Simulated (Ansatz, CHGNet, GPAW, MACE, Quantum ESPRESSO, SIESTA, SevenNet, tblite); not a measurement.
**SIESTA on Ru(0001) slab (54 atoms): settings against a plane-wave reference**

Aim: run Ru(0001) slab (54 atoms) in SIESTA and see how near its forces come to a plane-wave reference, and at what cost.

Program: SIESTA 5.4.2. Level of theory: the method is named at each step. Results are calculated unless marked as measured.

### Step 1. Set-up

The cell holds 54 atoms: 54 Ru. Its edges and angles: a = 8.118 Å, b = 8.118 Å, c = 22.705 Å, α = 90.0°, β = 90.0°, γ = 60.0°. It derives from Ru (hcp). Hcp Ru (a = 2.706 Å, c = 4.282 Å), (0001) slab of 3 repeat layers, 3 x 3 surface cells, 12 Å of vacuum; not relaxed, displaced by a Gaussian of 0.02 Å. Then every atom was moved at random, 0.02 Å r.m.s. a Cartesian component. Vacuum lies along c.

The yardstick, on the same geometry:

```
method                 : Kohn-Sham DFT, PBE, PAW, plane waves (Ansatz 0.2.0); cutoff 420 eV, Γ point, fermi-dirac smearing of 0.05 eV; PAW set soft_2
r.m.s. force component : 0.5556 eV/Å
longest force          : 1.432 eV/Å
SCF cycles             : 12
time                   : 30 s on 4 threads of Arm Neoverse V1, shared host
CPU time               : 1.9 min
```

### Step 2. PBE, DZP, shift 0.01 Ry, mesh 300 Ry

Method: Kohn-Sham DFT, PBE, PseudoDojo 0.4.1 norm-conserving pseudopotentials (converted to PSML), numerical atomic orbitals (DZP), diagonalisation.

The .psml files are PseudoDojo norm-conserving potentials that we converted to this format, checked against plane waves on the same files for H, C, O, Si, Ge and Ca alone.

File input.fdf:

```
SystemLabel cell
NumberOfAtoms 54
NumberOfSpecies 1
%block ChemicalSpeciesLabel
  1 44 Ru
%endblock ChemicalSpeciesLabel
LatticeConstant 1.0 Ang
%block LatticeVectors
  8.11800 0.00000 0.00000
  4.05900 7.03039 0.00000
  0.00000 0.00000 22.70500
%endblock LatticeVectors
PAO.BasisSize DZP
PAO.EnergyShift 0.01 Ry
XC.Functional GGA
XC.Authors PBE
MeshCutoff 300 Ry
%block kgrid_Monkhorst_Pack
  1 0 0 0.0
  0 1 0 0.0
  0 0 1 0.0
%endblock kgrid_Monkhorst_Pack
SolutionMethod diagon
OccupationFunction FD
ElectronicTemperature 580 K
SCF.Mixer.Method Pulay
SCF.Mixer.Weight 0.05
SCF.Mixer.History 8
SCF.Mix Hamiltonian
MaxSCFIterations 300
SCF.DM.Tolerance 1e-04
SCF.H.Tolerance 1.0e-3 eV
WriteForces T
Write.HirshfeldPop T
Write.VoronoiPop T
Write.DM F
Write.H F
XML.Write F
AtomicCoordinatesFormat Fractional
%block AtomicCoordinatesAndAtomicSpecies
  0.99092 0.00056 0.26610 1
  0.88787 0.22409 0.35782 1
  0.99900 0.99781 0.45180 1
  0.90044 0.21479 0.54758 1
  0.99714 0.00513 0.64165 1
  0.89726 0.21691 0.73753 1
  0.33602 0.00071 0.26332 1
  0.21877 0.23178 0.35907 1
  0.33514 0.00184 0.45439 1
  0.22534 0.22212 0.54949 1
  0.33521 0.00080 0.63876 1
  0.22245 0.22124 0.73592 1
  0.99991 0.33013 0.26387 1
  0.89159 0.55894 0.35810 1
  0.00236 0.33247 0.45270 1
  0.88584 0.56010 0.54964 1
  0.99620 0.33631 0.64324 1
  0.88872 0.56120 0.73318 1
  0.66808 0.99687 0.26456 1
  0.54905 0.22165 0.35883 1
  0.66217 0.00266 0.45470 1
  0.55156 0.22680 0.54678 1
  0.66271 0.00309 0.64205 1
  0.55774 0.22467 0.73592 1
  0.32892 0.33546 0.26304 1
  0.22557 0.55380 0.35959 1
  0.33380 0.33052 0.45421 1
  0.22071 0.55964 0.54834 1
  0.33130 0.33422 0.64286 1
  0.21966 0.55513 0.73714 1
  0.00146 0.66346 0.26524 1
  0.89562 0.88409 0.35671 1
  0.99785 0.67072 0.45388 1
  0.89092 0.89076 0.54908 1
  0.99876 0.66655 0.64148 1
  0.89186 0.88651 0.73407 1
  0.66479 0.33455 0.26389 1
  0.54992 0.55471 0.35717 1
  0.66128 0.34012 0.45480 1
  0.54783 0.55761 0.54795 1
  0.66736 0.33786 0.64281 1
  0.55411 0.55850 0.73497 1
  0.32827 0.66775 0.26466 1
  0.21940 0.89112 0.35775 1
  0.32757 0.67240 0.45598 1
  0.21882 0.89191 0.54772 1
  0.33148 0.67189 0.64213 1
  0.22822 0.88572 0.73507 1
  0.66358 0.67429 0.26232 1
  0.56228 0.88401 0.35649 1
  0.66396 0.67028 0.45250 1
  0.54749 0.89681 0.54503 1
  0.66357 0.66919 0.64250 1
  0.55823 0.88827 0.73532 1
%endblock AtomicCoordinatesAndAtomicSpecies
```

Launch:

```sh
$ OMP_NUM_THREADS=1 mpirun -np 2 siesta < input.fdf > output.txt
```

The log of the run:

```text
Version         : 5.4.2
reinit: System Name:
reinit: System Label: cell
initatom: Reading input for the pseudopotentials and atomic orbitals ----------
Species number:   1 Atomic number:   44 Label: Ru
Ground state valence configuration (from tables):   5s01  5p00  4d07  4f00
---- Processing specs for species: Ru
GGA--PBE XC_GGA_X_PBE--XC_GGA_C_PBE pb
Semicore shell(s) with  8 electrons included in the valence for Ru
Semicore shell(s): 4s 4p
Fallback to non-perturbative polarization scheme for Ru
Please see the manual if this is not desired in principle
Ru pseudopotential only contains V_ls up to l=2 -- lmxkb reset.
Using PAO.SplitTailNorm
%block ChemicalSpeciesLabel
    1   44 Ru                      # Species index, atomic number, species label
%endblock ChemicalSpeciesLabel
%block PAO.Basis                 # Define Basis set
Ru                    5                    # Species label, number of l-shells
 n=4   0   1                         # n, l, Nzeta
   2.727
   1.000
 n=5   0   2                         # n, l, Nzeta
   7.474      5.557
   1.000      1.000
 n=4   1   1                         # n, l, Nzeta
   3.094
   1.000
 n=5   1   1                         # n, l, Nzeta
   7.474
   1.000
 n=4   2   2                         # n, l, Nzeta
   5.027      3.370
   1.000      1.000
%endblock PAO.Basis
coor:   Atomic-coordinates input format  =     Fractional
siesta: System type = slab
initatomlists: Number of atoms, orbitals, and projectors:     54  1026   972
siesta: ******************** Simulation parameters ****************************
Total number of electrons:   864.000000
Total ionic charge:   864.000000
 Kpoints in:            1 . Kpoints trimmed:            1
siesta: k-grid: Number of k-points = 1
siesta: k-points from Monkhorst-Pack grid
siesta: k-cutoff (effective) =     4.059 Ang
siesta: k-point supercell and displacements
siesta: k-grid:     1     0     0      0.000
siesta: k-grid:     0     1     0      0.000
siesta: k-grid:     0     0     1      0.000
                     ====================================
                        Single-point calculation
                     ====================================
outcell: Unit cell vectors (Ang):
        8.118000    0.000000    0.000000
        4.059000    7.030390    0.000000
        0.000000    0.000000   22.705000
outcell: Cell vector modules (Ang)   :    8.118000    8.117996   22.705000
outcell: Cell angles (23,13,12) (deg):     90.0000     90.0000     60.0000
outcell: Cell volume (Ang**3)        :   1295.8358
Gamma-point calculation with interaction between periodic images
Gamma-point calculation with interaction between periodic images
Some features might not work optimally:
Some features might not work optimally:
e.g. DM initialization from atomic data
e.g. DM initialization from atomic data
new_DM -- step:     1
Initializing Density Matrix...
Attempting to read DM from file... Failed...
DM filled with atomic data:
InitMesh: MESH = 80 x 80 x 240 = 1536000
InitMesh: Mesh cutoff (required, used) =   300.000   308.803 Ry
stepf: Fermi-Dirac step function
        iscf     Eharris(eV)        E_KS(eV)     FreeEng(eV)     dDmax    Ef(eV) dHmax(eV)
   scf:    1  -147403.540449  -148180.144982  -148181.160134  0.917931 -0.927545 37.545133
   scf:    2  -145281.497459  -147450.011919  -147450.433853  1.084437 -1.839356 74.301568
   scf:    3  -147584.077630  -148218.473301  -148219.451537  1.091231 -1.531749 36.537514
   scf:    4  -147744.158314  -148138.315651  -148139.256599  0.484648 -1.625780 42.072251
   scf:    5  -148445.789218  -148355.304567  -148356.390943  0.493358 -2.389891 17.952521
   scf:    6  -148421.244299  -148404.998423  -148406.033491  0.224560 -3.390975  5.149655
   scf:    7  -148409.459798  -148408.022250  -148409.065586  0.054957 -3.359709  4.178831
   scf:    8  -148408.879249  -148412.917989  -148413.994117  0.148180 -3.252995  8.568690
   scf:    9  -148425.418524  -148420.654293  -148421.730494  0.116210 -3.437936  4.853155
   scf:   10  -148424.480074  -148423.404650  -148424.473058  0.054383 -3.585482  1.320445
   scf:   11  -148423.599152  -148423.566439  -148424.632114  0.015096 -3.637810  0.171902
   scf:   12  -148423.577440  -148423.573969  -148424.639606  0.002146 -3.637350  0.116140
[...]
scf:   22  -148423.594046  -148423.594471  -148424.666830  0.000565 -3.595814  0.014252
   scf:   23  -148423.593635  -148423.594063  -148424.666886  0.000415 -3.594760  0.003887
   scf:   24  -148423.593878  -148423.593971  -148424.666891  0.000083 -3.594585  0.001213
   scf:   25  -148423.593930  -148423.593951  -148424.666892  0.000041 -3.594680  0.001411
   scf:   26  -148423.593919  -148423.593935  -148424.666894  0.000040 -3.594783  0.000947
SCF Convergence by DM+H criterion
max |DM_out - DM_in|         :     0.0000397917
max |H_out - H_in|      (eV) :     0.0009471573
SCF cycle converged after 26 iterations
Using DM_out to compute the final energy and forces
siesta: E_KS(eV) =          -148423.5939
siesta: E_KS - E_eggbox =   -148423.5939
siesta: Atomic forces (eV/Ang):
     1    0.192661    0.663895    0.899730
     2    0.070996   -0.144789   -0.895443
     3   -0.093851   -0.159628   -0.042732
     4   -0.198687    0.475016   -0.632219
     5    0.118873   -0.172954    1.223231
     6   -0.146363   -0.289934   -1.254757
     7    0.332834    0.074942    1.237792
     8   -0.206374   -0.393948   -0.698049
     9   -0.029655    0.416003   -0.640113
    10   -0.461424    0.269598   -0.447096
    11    0.275149   -0.214222    1.321604
    12   -0.103341    0.078165   -0.915457
[...]
50   -0.105666   -0.066561   -0.712146
    51   -0.265459   -0.788102    0.186677
    52    0.755643   -0.889317    0.223329
    53   -0.386632    0.427354    0.630318
    54   -0.065971    0.085839   -0.912032
----------------------------------------
   Tot   -0.043172   -0.050683   -0.102766
----------------------------------------
   Max    1.321604
   Res    0.520327    sqrt( Sum f_i^2 / 3N )
----------------------------------------
   Max    1.321604    constrained
Stress tensor Voigt[x,y,z,yz,xz,xy] (kbar):     -130.38     -131.44       60.00        0.17        1.78       -0.36
(Free)E + p*V (eV/cell)  -148370.2554
Target enthalpy (eV/cell)  -148424.6669
siesta: Program's energy decomposition (eV):
siesta: Ebs     =    -26396.397765
siesta: Eions   =    227039.478501
siesta: Ena     =     42231.505742
siesta: Ekin    =     47811.453967
siesta: Enl     =     11354.707584
siesta: DEna    =      2173.523481
siesta: DUscf   =        76.077247
siesta: Ex      =    -23472.445310
siesta: Ec      =     -1558.938145
siesta: Exc     =    -25031.383454
siesta: Eharris =   -148423.593919
siesta: Etot    =   -148423.593935
siesta: FreeEng =   -148424.666894
siesta: Final energy (eV):
siesta:  Band Struct. =  -26396.397765
siesta:       Kinetic =   47811.453967
siesta:       Hartree =  447090.169659
siesta:         Exch. =  -23472.445310
siesta:         Corr. =   -1558.938145
siesta:   Exch.-corr. =  -25031.383454
siesta:  Ion-electron = -947850.398617
siesta:       Ion-ion =  329556.564510
siesta:         Total = -148423.593935
siesta:         Fermi =      -3.594783
siesta: Stress tensor (static) (eV/Ang**3):
siesta:    -0.081377   -0.000226    0.001110
siesta:    -0.000226   -0.082041    0.000108
siesta:     0.001110    0.000108    0.037450
siesta: Cell volume =       1295.835790 Ang**3
siesta: Pressure (static):
siesta:                Solid            Molecule  Units
siesta:           0.00045732          0.00062641  Ry/Bohr**3
siesta:           0.04198946          0.05751402  eV/Ang**3
siesta:          67.27453933         92.14762138  kBar
    Orbital volume contribution        =          51.128781 eV
    (Free)E + p_basis*V_orbitals       =     -148373.538113 eV
    (Free)Eharris+ p_basis*V_orbitals  =     -148373.538097 eV
siesta: Electric dipole (a.u.)  =    0.000000   -0.000000    0.011411
siesta: Electric dipole (Debye) =    0.000000   -0.000000    0.029003
Hirshfeld Atomic Populations:
Atom #   charge [q] valence [e]  Species
     1    -0.007376   16.007376  Ru
     2     0.005259   15.994741  Ru
     3    -0.000857   16.000857  Ru
     4    -0.001230   16.001230  Ru
     5     0.007509   15.992491  Ru
     6    -0.009866   16.009866  Ru
     7    -0.009059   16.009059  Ru
     8     0.009453   15.990547  Ru
     9     0.002942   15.997058  Ru
    10     0.004442   15.995558  Ru
    11     0.009388   15.990612  Ru
    12    -0.008834   16.008834  Ru
[...]
--------------------
 Total    -0.000059
Voronoi Atomic Populations:
Atom #   charge [q] valence [e]  Species
[...]
50     0.005452   15.994548  Ru
    51     0.005034   15.994966  Ru
    52     0.006161   15.993839  Ru
    53     0.009359   15.990641  Ru
    54    -0.018719   16.018719  Ru
--------------------
 Total    -0.000061
```

Elapsed: 3 min, on 2 MPI ranks of Arm Neoverse V1, shared host; peak memory 1.2 GiB; 6.1 min of CPU time.

Banners, paths, timers and routine set-up lines are dropped from the logs unmarked, and long logs keep their key lines alone; longer cuts are marked.

Numbers from this run, and their distance from the reference:

```
r.m.s. force component                  : 0.5203 eV/Å
r.m.s. difference of force components   : 98.78 meV/Å
longest difference of force vectors     : 314.2 meV/Å
force difference over r.m.s. force      : 17.78 %
slope of forces against the reference's : 0.9227
correlation of force components         : 0.9853
```

A closer look about Ru53, picked at random: 13 atoms, nearest first, numbered in the order of the input, with positions taken from that point.

```csv
atom,x,y,z,distance (Å),bonds,Hirshfeld charge (e),Fx,Fy,Fz (eV/Å)
Ru53,0.00,0.00,0.00,0.00,12,0.01,-0.39,0.43,0.63
Ru18,1.39,-0.76,2.06,2.60,9,-0.01,0.03,0.00,-0.60
Ru42,-1.34,-0.78,2.10,2.61,9,-0.01,-0.30,0.10,-0.89
Ru54,0.03,1.54,2.11,2.61,9,-0.01,-0.07,0.09,-0.91
Ru16,1.36,-0.77,-2.11,2.62,12,0.00,-0.32,0.09,-0.68
Ru41,-1.31,-2.33,0.01,2.67,12,0.01,0.37,-0.59,0.91
Ru40,-1.39,-0.78,-2.15,2.68,12,0.00,0.36,0.00,-0.39
Ru11,-1.32,2.33,-0.08,2.68,12,0.01,0.28,-0.21,1.32
Ru47,-2.68,0.02,-0.01,2.69,12,0.01,-0.34,-0.32,1.04
Ru17,1.35,-2.34,0.02,2.70,12,0.01,0.02,-0.30,0.80
Ru23,1.35,2.35,-0.01,2.71,12,0.01,-0.09,0.18,0.88
Ru35,2.71,-0.02,-0.02,2.71,12,0.01,0.45,0.04,0.98
Ru52,-0.02,1.60,-2.21,2.73,12,0.00,0.76,-0.89,0.22
```

Forces lie 18 % from the reference's, at 3.2 times its CPU time (on 2 against 4 cores).

### Step 3. PBE, TZP, shift 0.01 Ry, mesh 300 Ry

Method: Kohn-Sham DFT, PBE, PseudoDojo 0.4.1 norm-conserving pseudopotentials (converted to PSML), numerical atomic orbitals (TZP), diagonalisation.

input.fdf: that of step 2 with these lines changed.

```diff
@@ -12,3 +12,3 @@
 %endblock LatticeVectors
-PAO.BasisSize DZP
+PAO.BasisSize TZP
 PAO.EnergyShift 0.01 Ry
```

The log of the run:

```text
Version         : 5.4.2
reinit: System Name:
reinit: System Label: cell
initatom: Reading input for the pseudopotentials and atomic orbitals ----------
Species number:   1 Atomic number:   44 Label: Ru
Ground state valence configuration (from tables):   5s01  5p00  4d07  4f00
---- Processing specs for species: Ru
GGA--PBE XC_GGA_X_PBE--XC_GGA_C_PBE pb
Semicore shell(s) with  8 electrons included in the valence for Ru
Semicore shell(s): 4s 4p
Fallback to non-perturbative polarization scheme for Ru
Please see the manual if this is not desired in principle
Ru pseudopotential only contains V_ls up to l=2 -- lmxkb reset.
Using PAO.SplitTailNorm
%block ChemicalSpeciesLabel
    1   44 Ru                      # Species index, atomic number, species label
%endblock ChemicalSpeciesLabel
[... lines left out ...]
Total number of electrons:   864.000000
[... lines left out ...]
stepf: Fermi-Dirac step function
        iscf     Eharris(eV)        E_KS(eV)     FreeEng(eV)     dDmax    Ef(eV) dHmax(eV)
[... lines left out ...]
SCF Convergence by DM+H criterion
[... lines left out ...]
SCF cycle converged after 28 iterations
[... lines left out ...]
   Max    1.314745
[... lines left out ...]
   Max    1.314745    constrained
Stress tensor Voigt[x,y,z,yz,xz,xy] (kbar):     -124.64     -125.50       65.86        0.18        1.75       -0.22
[... lines left out ...]
siesta: Ena     =     42231.505742
siesta: Ekin    =     47804.470125
siesta: Enl     =     11378.289837
siesta: DEna    =      2154.332702
siesta: DUscf   =        76.354731
siesta: Ex      =    -23473.528830
siesta: Ec      =     -1559.026100
siesta: Exc     =    -25032.554931
siesta: Eharris =   -148427.080264
siesta: Etot    =   -148427.080294
siesta: FreeEng =   -148428.160448
siesta: Final energy (eV):
siesta:  Band Struct. =  -26384.054802
siesta:       Kinetic =   47804.470125
siesta:       Hartree =  447105.205897
siesta:         Exch. =  -23473.528830
siesta:         Corr. =   -1559.026100
siesta:   Exch.-corr. =  -25032.554931
siesta:  Ion-electron = -947860.765896
siesta:       Ion-ion =  329556.564510
siesta:         Total = -148427.080294
siesta:         Fermi =      -3.581759
siesta: Stress tensor (static) (eV/Ang**3):
siesta:    -0.077796   -0.000135    0.001092
siesta:    -0.000135   -0.078331    0.000109
siesta:     0.001092    0.000109    0.041105
siesta: Cell volume =       1295.835790 Ang**3
siesta: Pressure (static):
siesta:                Solid            Molecule  Units
siesta:           0.00041758          0.00059949  Ry/Bohr**3
siesta:           0.03834068          0.05504241  eV/Ang**3
siesta:          61.42854204         88.18766174  kBar
    Orbital volume contribution        =          63.352740 eV
    (Free)E + p_basis*V_orbitals       =     -148364.807708 eV
    (Free)Eharris+ p_basis*V_orbitals  =     -148364.807677 eV
siesta: Electric dipole (a.u.)  =    0.000000   -0.000000    0.013583
siesta: Electric dipole (Debye) =    0.000000   -0.000000    0.034524
Hirshfeld Atomic Populations:
Atom #   charge [q] valence [e]  Species
     1    -0.008779   16.008779  Ru
     2     0.006549   15.993451  Ru
     3    -0.000817   16.000817  Ru
[...]
--------------------
 Total    -0.000065
Voronoi Atomic Populations:
Atom #   charge [q] valence [e]  Species
[...]
53     0.012729   15.987271  Ru
    54    -0.021583   16.021583  Ru
--------------------
 Total    -0.000067
```

Run time: 4.6 min. Hardware: 2 MPI ranks; peak memory 1.4 GiB; 9.3 min of CPU time.

Against the reference:

| Quantity | Value |
| --- | --- |
| r.m.s. force component | 0.53 eV/Å |
| r.m.s. difference of force components | 76.44 meV/Å |
| longest difference of force vectors | 245.2 meV/Å |
| force difference over r.m.s. force | 13.76 % |
| slope of forces against the reference's | 0.9455 |
| correlation of force components | 0.9912 |

Against the first run (18 %), the force difference from the reference is 14 %, at 1.5 times the CPU time, with 1350 basis functions against 1026: the larger basis brings the forces nearer.

(Continued in part 2 of 2.)

[Also dropped from logs without a mark: logging warnings of Python, and SIESTA's first energy breakdown and zero terms.]

[Logs are printed without paths, hosts, clocks, repeated set-up lines and the standing remarks that a program may print on its own settings, such as how far it seeks lower states.]

[Hosts, paths, dates, database ids (printed as entryN), source tags and the programs' standing remarks are cut or masked in the printed files.]
